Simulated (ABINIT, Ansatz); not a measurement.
# Quasiparticle gap of KHF2 (I4/mcm) in ABINIT

Wanted: ground state, empty states, screening and self-energy for KHF2 (I4/mcm).

Calculated with ABINIT 10.8.3; PBEsol and many-body steps on it, plane waves.

Most raw output is cut from this account.

## (1) The starting structure

The structure is tetragonal, space group I4/mcm (No. 140). Conventional cell: a = 5.670 Å, b = 5.670 Å, c = 6.810 Å, α = 90.00°, β = 90.00°, γ = 90.00°. Nearest to K lie 8 F at 2.77 Å. Nearest to H lie 2 F at 1.13 Å. Nearest to F lie 1 H at 1.13 Å and 4 K at 2.77 Å. Farther neighbours and most contacts between anions are not listed.

The cell and positions come from the Crystallography Open Database and are kept as given unless a step says otherwise.

## (2) Ground state

This step: ABINIT 10.8.3; DFT, PBEsol, plane waves, norm-conserving pseudopotentials.

The ground-state density comes first.

File run.abi:

```
acell 3*1.0 Angstrom
rprim 
  -2.835000000000 2.835000000000 3.405000000000
  2.835000000000 -2.835000000000 3.405000000000
  2.835000000000 2.835000000000 -3.405000000000
ntypat 3
znucl 19 1 9
natom 8
typat 1 1 2 2 3 3 3 3
xred 
  0.250000000000 0.250000000000 -0.000000000000
  0.750000000000 0.750000000000 -0.000000000000
  0.500000000000 -0.000000000000 0.500000000000
  0.000000000000 0.500000000000 0.500000000000
  0.640800000000 0.140800000000 0.781600000000
  0.140800000000 0.359200000000 0.500000000000
  0.359200000000 0.859200000000 0.218400000000
  0.859200000000 0.640800000000 0.500000000000
pp_dirpath "pseudos"
pseudos "K.upf, H.upf, F.upf"
ecut 36
ngkpt 6 6 6
nshiftk 1
shiftk 0 0 0
kptopt 1
chksymbreak 0
nband 32
occopt 1
tolvrs 1e-10
nstep 60
prtwf 0
optforces 0
optstress 0
indata_prefix "in"
outdata_prefix "out"
tmpdata_prefix "tmp"
```

Started as:

```console
$ OMP_NUM_THREADS=1 mpirun -n 4 abinit run.abi > log
```

It took 99 s on 4 MPI ranks of Intel Xeon Platinum 8488C (Sapphire Rapids), shared host; peak memory 0.52 GiB.

Numbers from this step:

```yaml
total_energy: -4346.1301 eV
gap: 7.017 eV
k_of_the_valence_top: 0.5, 0.5, 0.5
k_of_the_conduction_bottom: 0, 0, 0
least_direct_gap: 7.072 eV
```

The gap is indirect, with the least direct gap 0.05 eV higher.

## (3) Bands along the symmetry lines

The cheap functional maps the bands first; the places of the edges decide which points the dearer methods must see.

Edit run.abi of step 2 so:

```diff
@@ -21,14 +21,54 @@
 ecut 36
-ngkpt 6 6 6
-nshiftk 1
-shiftk 0 0 0
-kptopt 1
-chksymbreak 0
-nband 32
-occopt 1
-tolvrs 1e-10
-nstep 60
+iscf -2
+irdden 1
+kptopt 0
+nkpt 40
+kpt 
+  0.00000000 0.00000000 0.00000000
+  0.00000000 0.00000000 0.12500000
+  0.00000000 0.00000000 0.25000000
+  0.00000000 0.00000000 0.37500000
+  0.00000000 0.00000000 0.50000000
+  0.06250000 0.06250000 0.43750000
+  0.12500000 0.12500000 0.37500000
+  0.18750000 0.18750000 0.31250000
+  0.25000000 0.25000000 0.25000000
+  0.18750000 0.31250000 0.18750000
+  0.12500000 0.37500000 0.12500000
+  0.06250000 0.43750000 0.06250000
+  0.00000000 0.50000000 0.00000000
+  0.00000000 0.37500000 0.00000000
+  0.00000000 0.25000000 0.00000000
+  0.00000000 0.12500000 0.00000000
+  0.00000000 0.00000000 0.00000000
+  0.12500000 0.12500000 -0.12500000
+  0.25000000 0.25000000 -0.25000000
+  0.37500000 0.37500000 -0.37500000
+  0.50000000 0.50000000 -0.50000000
+  0.48082633 0.51917367 -0.48082633
+  0.46165266 0.53834734 -0.46165266
+  0.44247899 0.55752101 -0.44247899
+  0.42330532 0.57669468 -0.42330532
+  -0.42330532 0.42330532 0.42330532
+  -0.31747899 0.31747899 0.31747899
+  -0.21165266 0.21165266 0.21165266
+  -0.10582633 0.10582633 0.10582633
+  0.00000000 0.00000000 0.00000000
+  0.00000000 0.00000000 0.50000000
+  -0.08665266 0.08665266 0.50000000
+  -0.17330533 0.17330533 0.50000000
+  -0.25995799 0.25995799 0.50000000
+  -0.34661065 0.34661065 0.50000000
+  0.50000000 0.50000000 -0.34661065
+  0.50000000 0.50000000 -0.38495799
+  0.50000000 0.50000000 -0.42330533
+  0.50000000 0.50000000 -0.46165266
+  0.50000000 0.50000000 -0.50000000
+istwfk *1
+nband 31
+nbdbuf 2
+tolwfr 1e-08
+nstep 40
 prtwf 0
-optforces 0
-optstress 0
+prtvol 0
 indata_prefix "in"
```

Run time: 71 s. Hardware: 4 MPI ranks; peak memory 0.48 GiB; 4.7 min of CPU time.

Numbers from this step:

- gap: 7.017 eV
- k of the valence top: 0.5, 0.5, -0.5
- k of the conduction bottom: 0, 0, 0
- least direct gap: 7.072 eV

The gap is 7.017 eV, as in the run before at this level.

The electronic bands at the labelled points (eV, zero at the top of the highest filled band):

| point | band 21 | band 22 | band 23 | band 24 | band 25 | band 26 | band 27 | band 28 |
| --- | --- | --- | --- | --- | --- | --- | --- | --- |
| Γ | -0.26 | -0.17 | -0.17 | -0.05 | 7.02 | 9.82 | 10.69 | 10.82 |
| halfway | -0.37 | -0.24 | -0.17 | -0.13 | 7.93 | 9.99 | 10.78 | 11.04 |
| X | -0.25 | -0.22 | -0.20 | -0.20 | 9.73 | 9.88 | 10.19 | 10.50 |
| halfway | -0.26 | -0.23 | -0.23 | -0.21 | 9.87 | 10.01 | 10.43 | 10.57 |
| P | -0.32 | -0.32 | -0.22 | -0.22 | 10.18 | 10.18 | 10.34 | 10.34 |
| halfway | -0.32 | -0.32 | -0.24 | -0.24 | 9.69 | 9.69 | 10.95 | 10.95 |
| N | -0.33 | -0.33 | -0.25 | -0.25 | 9.48 | 9.48 | 11.36 | 11.36 |
| halfway | -0.29 | -0.26 | -0.24 | -0.10 | 7.80 | 10.27 | 10.53 | 10.98 |
| Γ | -0.26 | -0.17 | -0.17 | -0.05 | 7.02 | 9.82 | 10.69 | 10.82 |
| halfway | -0.26 | -0.20 | -0.20 | -0.03 | 8.25 | 9.98 | 10.92 | 10.95 |
| M | -0.26 | -0.22 | -0.22 | 0.00 | 9.53 | 10.13 | 10.59 | 10.99 |
| halfway | -0.26 | -0.23 | -0.23 | -0.01 | 9.55 | 10.16 | 10.57 | 11.02 |
| S | -0.25 | -0.25 | -0.25 | -0.03 | 9.57 | 10.22 | 10.53 | 11.09 |
| jump to S0 | -0.25 | -0.25 | -0.25 | -0.03 | 9.57 | 10.22 | 10.53 | 11.09 |
| halfway | -0.35 | -0.26 | -0.25 | -0.22 | 8.28 | 10.12 | 11.00 | 11.12 |
| Γ | -0.26 | -0.17 | -0.17 | -0.05 | 7.02 | 9.82 | 10.69 | 10.82 |
| jump to X | -0.25 | -0.22 | -0.20 | -0.20 | 9.73 | 9.88 | 10.19 | 10.50 |
| halfway | -0.35 | -0.30 | -0.23 | -0.18 | 9.75 | 10.19 | 10.41 | 10.65 |
| R | -0.29 | -0.25 | -0.24 | -0.06 | 9.62 | 10.30 | 10.48 | 11.00 |
| jump to G | -0.29 | -0.25 | -0.24 | -0.06 | 9.62 | 10.30 | 10.48 | 11.00 |
| halfway | -0.25 | -0.25 | -0.22 | -0.02 | 9.56 | 10.18 | 10.56 | 11.04 |
| M | -0.26 | -0.22 | -0.22 | 0.00 | 9.53 | 10.13 | 10.59 | 10.99 |

## (4) Empty states on the mesh, 2×2×2 mesh, 221 bands

The sums over transitions need many empty states on a uniform mesh; this step solves for them.

File run.abi:

```
acell 3*1.0 Angstrom
rprim 
  -2.835000000000 2.835000000000 3.405000000000
  2.835000000000 -2.835000000000 3.405000000000
  2.835000000000 2.835000000000 -3.405000000000
ntypat 3
znucl 19 1 9
natom 8
typat 1 1 2 2 3 3 3 3
xred 
  0.250000000000 0.250000000000 -0.000000000000
  0.750000000000 0.750000000000 -0.000000000000
  0.500000000000 -0.000000000000 0.500000000000
  0.000000000000 0.500000000000 0.500000000000
  0.640800000000 0.140800000000 0.781600000000
  0.140800000000 0.359200000000 0.500000000000
  0.359200000000 0.859200000000 0.218400000000
  0.859200000000 0.640800000000 0.500000000000
pp_dirpath "pseudos"
pseudos "K.upf, H.upf, F.upf"
ecut 36
ngkpt 2 2 2
nshiftk 1
shiftk 0 0 0
kptopt 1
chksymbreak 0
iscf -2
irdden 1
istwfk *1
nband 221
nbdbuf 20
tolwfr 1e-09
nstep 60
prtvol 0
indata_prefix "in"
outdata_prefix "out"
tmpdata_prefix "tmp"
```

The job ended after 86 s (4 MPI ranks; peak memory 0.53 GiB; 5.7 min of CPU time).

This step gave:

| Item | Value |
| --- | --- |
| gap | 7.017 eV |
| k of the valence top | 0.5, 0.5, 0.5 |
| k of the conduction bottom | 0, 0, 0 |
| least direct gap | 7.072 eV |
| k points computed | 4 |
| lowest point of the top converged band, above the valence top | 76.3078 eV |

On this mesh the gap is 7.017 eV.

## (5) Screening, 2×2×2 mesh, 201 bands, screening to 176.9 eV

The RPA dielectric matrix is built and inverted for each q.

This step: RPA screening on PBEsol, plane waves, norm-conserving pseudopotentials.

Edit run.abi of step 4 so:

```diff
@@ -26,10 +26,11 @@
 chksymbreak 0
-iscf -2
-irdden 1
 istwfk *1
-nband 221
-nbdbuf 20
-tolwfr 1e-09
-nstep 60
-prtvol 0
+occopt 1
+irdwfk 1
+optdriver 3
+nband 201
+ecuteps 6.5
+inclvkb 2
+awtr 1
+symchi 1
 indata_prefix "in"
```

The job ended after 56 s (4 MPI ranks; peak memory 1.5 GiB; 3.7 min of CPU time).

Numbers from this step:

| Property | Result |
| --- | --- |
| ε∞ with local fields, on this mesh, along the program's q direction | 1.849 |
| the same without local fields | 2.022 |
| plasma frequency | 24.59 eV |
| plane waves in the screening matrix | 603 |

Local fields lower ε∞ by 9 %. On a Γ-centred mesh this coarse the value itself is usually too large, while a short band sum pulls it down.

## (6) Self-energy, 2×2×2 mesh, 201 bands, screening to 176.9 eV

The self-energy is evaluated for the states that the input lists, and the levels follow from it, in one-shot runs by the linearised quasiparticle equation.

This step: G0W0 on PBEsol, plane waves, norm-conserving pseudopotentials.

Edit run.abi of step 5 so:

```diff
@@ -29,8 +29,17 @@
 irdwfk 1
-optdriver 3
+optdriver 4
 nband 201
+gwcalctyp 0
+ecutsigx 36
+symsigma 1
+nkptgw 2
+kptgw 
+  0.5000000000 0.5000000000 0.5000000000
+  0.0000000000 0.0000000000 0.0000000000
+bdgw 
+  22 26
+  22 26
 ecuteps 6.5
-inclvkb 2
-awtr 1
-symchi 1
+irdscr 1
+ppmodel 1
 indata_prefix "in"
```

Run time: 32 s. Hardware: 4 MPI ranks; peak memory 1.5 GiB.

This step gave:

- G0W0 gap on the points computed: 10.83 eV
- starting gap on the mesh: 7.017 eV
- k of the valence top: 0.5, 0.5, 0.5
- k of the conduction bottom: 0, 0, 0
- Z at the valence top: 0.826
- Z at the conduction bottom: 0.907
- least direct G0W0 gap on the computed points: 10.85 eV

The gap on the mesh goes from 7.02 eV to 10.83 eV, a correction of +3.81 eV.

Limits: finite bands, cutoff and mesh; coarse k mesh. v1 is the top filled band, c1 the lowest empty one. The levels before and after the correction (eV, zero at the valence-band top of each column):

|  | conduction bottom | valence top |
| --- | --- | --- |
| Kohn-Sham | 7.02 | 0.00 |
| G0W0 | 10.83 | 0.00 |

|  | level | energy (eV) |
| --- | --- | --- |
| Kohn-Sham | (0.5 0.5 0.5) v3-v2 | -0.219 |
| Kohn-Sham | (0.5 0.5 0.5) v1 | 0.000 |
| Kohn-Sham | (0.5 0.5 0.5) c1 | 9.533 |
| Kohn-Sham | (0.5 0.5 0.5) c2 | 10.133 |
| Kohn-Sham | Γ v3-v2 | -0.165 |
| Kohn-Sham | Γ v1 | -0.055 |
| Kohn-Sham | Γ c1 | 7.017 |
| Kohn-Sham | Γ c2 | 9.816 |
| G0W0 | (0.5 0.5 0.5) v3-v2 | -0.068 |
| G0W0 | (0.5 0.5 0.5) v1 | 0.000 |
| G0W0 | (0.5 0.5 0.5) c1 | 13.927 |
| G0W0 | (0.5 0.5 0.5) c2 | 14.537 |
| G0W0 | Γ v3-v2 | -0.020 |
| G0W0 | Γ v1 | -0.065 |
| G0W0 | Γ c1 | 10.827 |
| G0W0 | Γ c2 | 14.639 |

## (7) Where the time went

Times are wall times on 4 MPI ranks of Intel Xeon Platinum 8488C (Sapphire Rapids), shared host, good to a factor of about two.

| step | time | share | memory (GiB) |
| --- | --- | --- | --- |
| ground state | 99 s | 29 % | 0.52 |
| bands along the symmetry lines | 71 s | 21 % | 0.48 |
| empty states on the mesh | 86 s | 25 % | 0.53 |
| screening | 56 s | 16 % | 1.5 |
| self-energy | 32 s | 9 % | 1.5 |

## (8) Results

* PBEsol gap: 7.02 eV, indirect
* G0W0 gap on the mesh: 10.83 eV
* GW settings: 2×2×2 mesh, 201 bands, screening to 176.9 eV, Godby-Needs plasmon pole
* known limits: not at the basis limit; coarse k mesh

**Reading.** G0W0 moves the gap on the mesh from 7.02 eV to 10.83 eV (+3.81 eV), with Z of 0.83 and 0.91 at the edges. Local fields lower the RPA ε∞ on this mesh from 2.02 to 1.85; a Γ-centred mesh this coarse tends to raise both, most where the direct gap is narrow, while a short band sum lowers them. Only 2 of the mesh's irreducible points were corrected, so a valley elsewhere could overtake. Bands and cutoff are finite, so the gap is not at the basis limit. The miss can reach some tenths of an eV and take either sign; the mesh is an error of its own. In the G0W0 run levels were corrected at 2 k points alone, so a gap called «on the mesh» is the least over those, and an edge elsewhere would be missed. The 2×2×2 mesh is coarse for this cell, which bears on the long-range parts of exchange and screening.

[Paths, hosts, dates, memory and timing lines, banners, echoed tables and standing remarks are left out of the program output.]

[Logs are printed without paths, hosts, clocks, repeated set-up lines and the standing remarks that a program may print on its own settings, such as how far it seeks lower states.]

[Runs of the session that timed out or met a known fault of the program may be left out.]

[Hosts, paths, dates, database ids (printed as entryN), source tags and the programs' standing remarks are cut or masked in the printed files.]

[G0W0 gaps are taken among the corrected bands and points alone; a level outside them can change the order at an edge.]

[Where Ansatz stands beside ABINIT at settings called matched, ABINIT's density can come from a denser mesh and the files from another edition; pairs whose starting gaps differed by over 0.03 eV were left out, so agreement reads better than it is.]
